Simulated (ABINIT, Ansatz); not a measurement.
# AlBiS3 (Pm-3m): zone-centre phonons, part 4 of 5

Wanted: the vibrations of AlBiS3 (Pm-3m) at Γ, by two programs.

ABINIT 10.8.3; DFT LDA, scalar-relativistic, plane waves, HGH norm-conserving pseudopotentials.

So far, highest optical zone-centre mode (no LO-TO term) (cm⁻¹): step 5 (modes with the sum rule) 457. The relaxed cell has a = 4.569 Å (conventional setting).

The structure was built from a prototype and need not be the compound's stable phase.

## 6. Sum rules set otherwise (asr 0)

Without the rule the raw error of the acoustic modes shows.

Input file anaddb.abi:

```
ddb_filepath "gamma_DDB"
output_file "anaddb.abo"
outdata_prefix "anaddb"
asr 0
chneut 0
enunit 2
eivec 1
nph1l 1
qph1l 0.0 0.0 0.0 1.0
```

Input file mrgddb.in:

```
gamma_DDB
merged
2
dfpt_gammao_DDB
gso_DDB
```

The run is started by

```
$ mrgddb < mrgddb.in > mrgddb.log
$ OMP_NUM_THREADS=1 anaddb anaddb.abi > anaddb.log
```

anaddb.abo, the main output file:

```text
-outvars_anaddb: echo values of input variables ----------------------

 Miscellaneous information :
      enunit         2
       eivec         1
      chneut         0
 First list of wavevector (reduced coord.) :
       nph1l         1
       qph1l
                     0.00000000E+00  0.00000000E+00  0.00000000E+00    1.000E+00

================================================================================

 read the DDB information and perform some checks

  ==== Info on the Cryst% object ====
 Real(R)+Recip(G) space primitive vectors, cartesian coordinates (Bohr,Bohr^-1):
 R(1)=  8.6342160  0.0000000  0.0000000  G(1)=  0.1158183  0.0000000  0.0000000
 R(2)=  0.0000000  8.6342160  0.0000000  G(2)=  0.0000000  0.1158183  0.0000000
 R(3)=  0.0000000  0.0000000  8.6342160  G(3)=  0.0000000  0.0000000  0.1158183
 Unit cell volume ucvol=  6.4367810E+02 bohr^3
 Angles (23,13,12)=  9.00000000E+01  9.00000000E+01  9.00000000E+01 degrees
 Time-reversal symmetry is present
 Reduced atomic positions [iatom, xred, symbol]:
    1)    0.0000000  0.0000000  0.0000000  Bi
    2)    0.5000000  0.5000000  0.5000000  Al
    3)    0.5000000  0.5000000  0.0000000   S
    4)    0.5000000  0.0000000  0.5000000   S
    5)    0.0000000  0.5000000  0.5000000   S

 DDB file with 3 blocks has been read.

================================================================================

 Treat the first list of vectors

  Phonon wavevector (reduced coordinates) :  0.00000  0.00000  0.00000
 Phonon energies in Hartree :
  -6.880919E-04 -6.880919E-04 -6.880919E-04 -6.797948E-04 -6.797948E-04
  -6.797948E-04  1.492135E-05  1.492135E-05  1.492136E-05  4.740397E-04
   4.740397E-04  4.740397E-04  2.080975E-03  2.080975E-03  2.080975E-03
 Phonon energies in meV     :
- -1.872393E+01 -1.872393E+01 -1.872393E+01 -1.849816E+01 -1.849816E+01
- -1.849816E+01  4.060307E-01  4.060307E-01  4.060308E-01  1.289928E+01
-  1.289928E+01  1.289928E+01  5.662621E+01  5.662621E+01  5.662621E+01
 Phonon frequencies in cm-1    :
- -1.510187E+02 -1.510187E+02 -1.510187E+02 -1.491977E+02 -1.491977E+02
- -1.491977E+02  3.274859E+00  3.274859E+00  3.274859E+00  1.040397E+02
-  1.040397E+02  1.040397E+02  4.567212E+02  4.567212E+02  4.567212E+02
 Phonon frequencies in Thz     :
- -4.527427E+00 -4.527427E+00 -4.527427E+00 -4.472835E+00 -4.472835E+00
- -4.472835E+00  9.817780E-02  9.817780E-02  9.817780E-02  3.119031E+00
-  3.119031E+00  3.119031E+00  1.369216E+01  1.369216E+01  1.369216E+01
 Phonon energies in Kelvin  :
- -2.172822E+02 -2.172822E+02 -2.172822E+02 -2.146622E+02 -2.146622E+02
- -2.146622E+02  4.711791E+00  4.711791E+00  4.711791E+00  1.496899E+02
-  1.496899E+02  1.496899E+02  6.571199E+02  6.571199E+02  6.571199E+02

 Eigendisplacements
 (will be given, for each mode : in cartesian coordinates
   for each atom the real part of the displacement vector,
   then the imaginary part of the displacement vector - absolute values smaller than 1.0d-7 are set to zero)
  Mode number    1   Energy   -6.880919E-04
 Attention : low frequency mode.
   (Could be unstable or acoustic mode)
-  1  0.00000000E+00  0.00000000E+00  0.00000000E+00
-     0.00000000E+00  0.00000000E+00  0.00000000E+00
-  2  0.00000000E+00  0.00000000E+00  0.00000000E+00
-     0.00000000E+00  0.00000000E+00  0.00000000E+00
-  3  0.00000000E+00  0.00000000E+00  0.00000000E+00
-     0.00000000E+00  0.00000000E+00  0.00000000E+00
-  4  0.00000000E+00  0.00000000E+00  2.92470830E-03
-     0.00000000E+00  0.00000000E+00  0.00000000E+00
-  5  0.00000000E+00  0.00000000E+00 -2.92470830E-03
-     0.00000000E+00  0.00000000E+00  0.00000000E+00
  Mode number    2   Energy   -6.880919E-04
 Attention : low frequency mode.
   (Could be unstable or acoustic mode)
-  1  0.00000000E+00  0.00000000E+00  0.00000000E+00
-     0.00000000E+00  0.00000000E+00  0.00000000E+00
-  2  0.00000000E+00  0.00000000E+00  0.00000000E+00
-     0.00000000E+00  0.00000000E+00  0.00000000E+00
-  3  0.00000000E+00 -2.92470830E-03  0.00000000E+00
-     0.00000000E+00  0.00000000E+00  0.00000000E+00
-  4  0.00000000E+00  0.00000000E+00  0.00000000E+00
-     0.00000000E+00  0.00000000E+00  0.00000000E+00
-  5  0.00000000E+00  2.92470830E-03  0.00000000E+00
-     0.00000000E+00  0.00000000E+00  0.00000000E+00
  Mode number    3   Energy   -6.880919E-04
 Attention : low frequency mode.
   (Could be unstable or acoustic mode)
-  1  0.00000000E+00  0.00000000E+00  0.00000000E+00
-     0.00000000E+00  0.00000000E+00  0.00000000E+00
-  2  0.00000000E+00  0.00000000E+00  0.00000000E+00
-     0.00000000E+00  0.00000000E+00  0.00000000E+00
-  3  2.92470830E-03  0.00000000E+00  0.00000000E+00
-     0.00000000E+00  0.00000000E+00  0.00000000E+00
-  4 -2.92470830E-03  0.00000000E+00  0.00000000E+00
-     0.00000000E+00  0.00000000E+00  0.00000000E+00
-  5  0.00000000E+00  0.00000000E+00  0.00000000E+00
-     0.00000000E+00  0.00000000E+00  0.00000000E+00
  Mode number    4   Energy   -6.797948E-04
 Attention : low frequency mode.
   (Could be unstable or acoustic mode)
-  1  0.00000000E+00  0.00000000E+00  8.45502588E-04
-     0.00000000E+00  0.00000000E+00  0.00000000E+00
-  2  0.00000000E+00  0.00000000E+00  3.99879398E-05
-     0.00000000E+00  0.00000000E+00  0.00000000E+00
-  3  0.00000000E+00  0.00000000E+00 -6.20638789E-04
-     0.00000000E+00  0.00000000E+00  0.00000000E+00
-  4  0.00000000E+00  0.00000000E+00 -2.45584222E-03
-     0.00000000E+00  0.00000000E+00  0.00000000E+00
-  5  0.00000000E+00  0.00000000E+00 -2.45584222E-03
-     0.00000000E+00  0.00000000E+00  0.00000000E+00
  Mode number    5   Energy   -6.797948E-04
 Attention : low frequency mode.
   (Could be unstable or acoustic mode)
-  1  0.00000000E+00  8.45502588E-04  0.00000000E+00
-     0.00000000E+00  0.00000000E+00  0.00000000E+00
-  2  0.00000000E+00  3.99879398E-05  0.00000000E+00
-     0.00000000E+00  0.00000000E+00  0.00000000E+00
-  3  0.00000000E+00 -2.45584222E-03  0.00000000E+00
-     0.00000000E+00  0.00000000E+00  0.00000000E+00
-  4  0.00000000E+00 -6.20638788E-04  0.00000000E+00
-     0.00000000E+00  0.00000000E+00  0.00000000E+00
-  5  0.00000000E+00 -2.45584222E-03  0.00000000E+00
-     0.00000000E+00  0.00000000E+00  0.00000000E+00
  Mode number    6   Energy   -6.797948E-04
 Attention : low frequency mode.
   (Could be unstable or acoustic mode)
-  1  8.45502588E-04  0.00000000E+00  0.00000000E+00
-     0.00000000E+00  0.00000000E+00  0.00000000E+00
-  2  3.99879398E-05  0.00000000E+00  0.00000000E+00
-     0.00000000E+00  0.00000000E+00  0.00000000E+00
-  3 -2.45584222E-03  0.00000000E+00  0.00000000E+00
-     0.00000000E+00  0.00000000E+00  0.00000000E+00
-  4 -2.45584222E-03  0.00000000E+00  0.00000000E+00
-     0.00000000E+00  0.00000000E+00  0.00000000E+00
-  5 -6.20638789E-04  0.00000000E+00  0.00000000E+00
-     0.00000000E+00  0.00000000E+00  0.00000000E+00
  Mode number    7   Energy    1.492135E-05
-  1  0.00000000E+00  0.00000000E+00  1.28408275E-03
-     0.00000000E+00  0.00000000E+00  0.00000000E+00
-  2  0.00000000E+00  0.00000000E+00  1.28705053E-03
-     0.00000000E+00  0.00000000E+00  0.00000000E+00
-  3  0.00000000E+00  0.00000000E+00  1.28702696E-03
-     0.00000000E+00  0.00000000E+00  0.00000000E+00
-  4  0.00000000E+00  0.00000000E+00  1.28677133E-03
-     0.00000000E+00  0.00000000E+00  0.00000000E+00
-  5  0.00000000E+00  0.00000000E+00  1.28677133E-03
-     0.00000000E+00  0.00000000E+00  0.00000000E+00
  Mode number    8   Energy    1.492135E-05
-  1  0.00000000E+00  1.28408275E-03  0.00000000E+00
-     0.00000000E+00  0.00000000E+00  0.00000000E+00
-  2  0.00000000E+00  1.28705053E-03  0.00000000E+00
-     0.00000000E+00  0.00000000E+00  0.00000000E+00
-  3  0.00000000E+00  1.28677133E-03  0.00000000E+00
-     0.00000000E+00  0.00000000E+00  0.00000000E+00
-  4  0.00000000E+00  1.28702696E-03  0.00000000E+00
-     0.00000000E+00  0.00000000E+00  0.00000000E+00
-  5  0.00000000E+00  1.28677133E-03  0.00000000E+00
-     0.00000000E+00  0.00000000E+00  0.00000000E+00
  Mode number    9   Energy    1.492136E-05
-  1  1.28408275E-03  0.00000000E+00  0.00000000E+00
-     0.00000000E+00  0.00000000E+00  0.00000000E+00
-  2  1.28705053E-03  0.00000000E+00  0.00000000E+00
-     0.00000000E+00  0.00000000E+00  0.00000000E+00
-  3  1.28677133E-03  0.00000000E+00  0.00000000E+00
-     0.00000000E+00  0.00000000E+00  0.00000000E+00
-  4  1.28677133E-03  0.00000000E+00  0.00000000E+00
-     0.00000000E+00  0.00000000E+00  0.00000000E+00
-  5  1.28702696E-03  0.00000000E+00  0.00000000E+00
-     0.00000000E+00  0.00000000E+00  0.00000000E+00
  Mode number   10   Energy    4.740397E-04
-  1  0.00000000E+00  0.00000000E+00  5.11086587E-04
-     0.00000000E+00  0.00000000E+00  0.00000000E+00
-  2  0.00000000E+00  0.00000000E+00 -3.34709667E-03
-     0.00000000E+00  0.00000000E+00  0.00000000E+00
-  3  0.00000000E+00  0.00000000E+00 -2.15096416E-03
-     0.00000000E+00  0.00000000E+00  0.00000000E+00
-  4  0.00000000E+00  0.00000000E+00  8.22242127E-04
-     0.00000000E+00  0.00000000E+00  0.00000000E+00
-  5  0.00000000E+00  0.00000000E+00  8.22242127E-04
-     0.00000000E+00  0.00000000E+00  0.00000000E+00
  Mode number   11   Energy    4.740397E-04
-  1  0.00000000E+00  5.11086582E-04  0.00000000E+00
-     0.00000000E+00  0.00000000E+00  0.00000000E+00
-  2 -4.67540325E-07 -3.34709664E-03  0.00000000E+00
-     0.00000000E+00  0.00000000E+00  0.00000000E+00
-  3  1.14855168E-07  8.22242119E-04  0.00000000E+00
-     0.00000000E+00  0.00000000E+00  0.00000000E+00
-  4  1.14855168E-07 -2.15096414E-03  0.00000000E+00
-     0.00000000E+00  0.00000000E+00  0.00000000E+00
-  5 -3.00458152E-07  8.22242119E-04  0.00000000E+00
-     0.00000000E+00  0.00000000E+00  0.00000000E+00
  Mode number   12   Energy    4.740397E-04
-  1  5.11086582E-04  0.00000000E+00  0.00000000E+00
-     0.00000000E+00  0.00000000E+00  0.00000000E+00
-  2 -3.34709664E-03  4.67540201E-07  0.00000000E+00
-     0.00000000E+00  0.00000000E+00  0.00000000E+00
-  3  8.22242119E-04 -1.14855138E-07  0.00000000E+00
-     0.00000000E+00  0.00000000E+00  0.00000000E+00
-  4  8.22242119E-04  3.00458073E-07  0.00000000E+00
-     0.00000000E+00  0.00000000E+00  0.00000000E+00
-  5 -2.15096414E-03 -1.14855138E-07  0.00000000E+00
-     0.00000000E+00  0.00000000E+00  0.00000000E+00
  Mode number   13   Energy    2.080975E-03
-  1  0.00000000E+00  0.00000000E+00  8.84190848E-06
-     0.00000000E+00  0.00000000E+00  0.00000000E+00
-  2  0.00000000E+00  0.00000000E+00  2.73322552E-03
-     0.00000000E+00  0.00000000E+00  0.00000000E+00
-  3  0.00000000E+00  0.00000000E+00 -3.23103072E-03
-     0.00000000E+00  0.00000000E+00  0.00000000E+00
-  4  0.00000000E+00  0.00000000E+00  4.36915370E-04
-     0.00000000E+00  0.00000000E+00  0.00000000E+00
-  5  0.00000000E+00  0.00000000E+00  4.36915370E-04
-     0.00000000E+00  0.00000000E+00  0.00000000E+00
  Mode number   14   Energy    2.080975E-03
-  1  0.00000000E+00 -8.84190844E-06  0.00000000E+00
-     0.00000000E+00  0.00000000E+00  0.00000000E+00
-  2  2.82124377E-07 -2.73322551E-03  0.00000000E+00
-     0.00000000E+00  0.00000000E+00  0.00000000E+00
-  3  0.00000000E+00 -4.36915368E-04  0.00000000E+00
-     0.00000000E+00  0.00000000E+00  0.00000000E+00
-  4  0.00000000E+00  3.23103071E-03  0.00000000E+00
-     0.00000000E+00  0.00000000E+00  0.00000000E+00
-  5 -3.33507982E-07 -4.36915368E-04  0.00000000E+00
-     0.00000000E+00  0.00000000E+00  0.00000000E+00
  Mode number   15   Energy    2.080975E-03
-  1  8.84190844E-06  0.00000000E+00  0.00000000E+00
-     0.00000000E+00  0.00000000E+00  0.00000000E+00
-  2  2.73322551E-03  2.82124377E-07  0.00000000E+00
-     0.00000000E+00  0.00000000E+00  0.00000000E+00
-  3  4.36915368E-04  0.00000000E+00  0.00000000E+00
-     0.00000000E+00  0.00000000E+00  0.00000000E+00
-  4  4.36915368E-04 -3.33507982E-07  0.00000000E+00
-     0.00000000E+00  0.00000000E+00  0.00000000E+00
-  5 -3.23103071E-03  0.00000000E+00  0.00000000E+00
-     0.00000000E+00  0.00000000E+00  0.00000000E+00

 Analysis of degeneracies and characters (maximum tolerance=1.00E-06 a.u.)
 For each vibration mode, or group of modes if degenerate,
 the characters are given for each symmetry operation (see the list in the log file).
 Symmetry characters of vibration mode #   1
       degenerate with vibration modes #   2 to    3
  3.0 -3.0 -1.0  1.0 -1.0  1.0 -1.0  1.0 -1.0  1.0  1.0 -1.0 -1.0  1.0  1.0 -1.0
  0.0 -0.0 -0.0  0.0 -0.0  0.0 -0.0  0.0 -1.0  1.0  1.0 -1.0  1.0 -1.0 -1.0  1.0
  0.0 -0.0 -0.0  0.0 -0.0  0.0 -0.0  0.0 -1.0  1.0 -1.0  1.0  1.0 -1.0  1.0 -1.0
 Symmetry characters of vibration mode #   4
       degenerate with vibration modes #   5 to    6
  3.0 -3.0 -1.0  1.0 -1.0  1.0 -1.0  1.0  1.0 -1.0 -1.0  1.0  1.0 -1.0 -1.0  1.0
  0.0 -0.0  0.0 -0.0 -0.0  0.0 -0.0  0.0  1.0 -1.0 -1.0  1.0 -1.0  1.0  1.0 -1.0
  0.0 -0.0 -0.0  0.0 -0.0  0.0  0.0 -0.0  1.0 -1.0  1.0 -1.0 -1.0  1.0 -1.0  1.0
 Symmetry characters of vibration mode #   7
       degenerate with vibration modes #   8 to    9
  3.0 -3.0 -1.0  1.0 -1.0  1.0 -1.0  1.0  1.0 -1.0 -1.0  1.0  1.0 -1.0 -1.0  1.0
 -0.0  0.0 -0.0  0.0  0.0 -0.0  0.0 -0.0  1.0 -1.0 -1.0  1.0 -1.0  1.0  1.0 -1.0
 -0.0  0.0  0.0 -0.0  0.0 -0.0 -0.0  0.0  1.0 -1.0  1.0 -1.0 -1.0  1.0 -1.0  1.0
 Symmetry characters of vibration mode #  10
       degenerate with vibration modes #  11 to   12
  3.0 -3.0 -1.0  1.0 -1.0  1.0 -1.0  1.0  1.0 -1.0 -1.0  1.0  1.0 -1.0 -1.0  1.0
 -0.0  0.0  0.0 -0.0  0.0 -0.0 -0.0  0.0  1.0 -1.0 -1.0  1.0 -1.0  1.0  1.0 -1.0
 -0.0  0.0  0.0 -0.0 -0.0  0.0  0.0 -0.0  1.0 -1.0  1.0 -1.0 -1.0  1.0 -1.0  1.0
 Symmetry characters of vibration mode #  13
       degenerate with vibration modes #  14 to   15
  3.0 -3.0 -1.0  1.0 -1.0  1.0 -1.0  1.0  1.0 -1.0 -1.0  1.0  1.0 -1.0 -1.0  1.0
  0.0 -0.0  0.0 -0.0 -0.0  0.0 -0.0  0.0  1.0 -1.0 -1.0  1.0 -1.0  1.0  1.0 -1.0
  0.0 -0.0 -0.0  0.0 -0.0  0.0  0.0 -0.0  1.0 -1.0  1.0 -1.0 -1.0  1.0 -1.0  1.0
-
```

It took 0.68 s on 1 thread of Intel Xeon at 2.70GHz, shared host.

This step gave:

```yaml
lowest_optical_zone_centre_mode: -151.0 cm⁻¹
```

Zone-centre frequencies as printed; negative means imaginary. Modes:

| mode | frequency (cm⁻¹) |
| --- | --- |
| 1 | -151 |
| 2 | -151 |
| 3 | -151 |
| 4 | -149.2 |
| 5 | -149.2 |
| 6 | -149.2 |
| 7 | 3.27 |
| 8 | 3.27 |
| 9 | 3.27 |
| 10 | 104 |
| 11 | 104 |
| 12 | 104 |
| 13 | 456.7 |
| 14 | 456.7 |
| 15 | 456.7 |

[end of part 4 of 5]

[Host names and launcher messages were left out of these logs when they were recorded.]

[Logs are printed without paths, hosts, clocks, repeated set-up lines and the standing remarks that a program may print on its own settings, such as how far it seeks lower states.]

[Hosts, paths, dates, database ids (printed as entryN), source tags and the programs' standing remarks are cut or masked in the printed files.]
